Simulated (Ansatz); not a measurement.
Consider RbCuF3 (cubic perovskite) (Pm-3m).

The structure was built from a prototype and need not be the compound's stable phase.

```xyz
5
Lattice="0.0000 -3.9798 0.0000 0.0000 0.0000 3.9798 -3.9798 0.0000 0.0000" Properties=species:S:1:pos:R:3 pbc="T T T"
Rb    0.0000    0.0000    0.0000
Cu   -1.9899   -1.9899    1.9899
F     0.0000   -1.9899    1.9899
F    -1.9899   -1.9899    0.0000
F    -1.9899    0.0000    1.9899
```

The structure was relaxed with LDA. The structure type comes from a generator and need not be one that this composition takes. The structure was generated from a model, not taken from a measurement. The runs that relaxed it are not among those shown. The program's search for lower electronic states was switched off, so nothing shows that the state found is the lowest. PAW set soft_2, made with PBE.

A constrained-RPA run (Ansatz 0.2.0; non-magnetic LDA; Cu d, bands v5 to v1, 4×4×4 mesh, medium accuracy) builds 5 functions on bands 2.7 eV wide, with 9.0 electrons in the window. The bare on-site interaction is 22.3 eV and the bare J 0.73 eV.

**Question.** Estimate U, U′ and J.

On the Cu d shell, U = 7.98 eV (36 % of the bare value), U′ = 6.75 eV, J = 0.61 eV.

The parent state is non-magnetic and the interaction static (zero frequency); U depends on the window and the orbitals, so it belongs to this model alone.

[Paths, hosts, dates, memory and timing lines, banners, echoed tables and standing remarks are left out of the program output.]

[Logs are printed without paths, hosts, clocks, repeated set-up lines and the standing remarks that a program may print on its own settings, such as how far it seeks lower states.]

[Runs of the session that timed out or met a known fault of the program may be left out.]

[Hosts, paths, dates, database ids (printed as entryN), source tags and the programs' standing remarks are cut or masked in the printed files.]
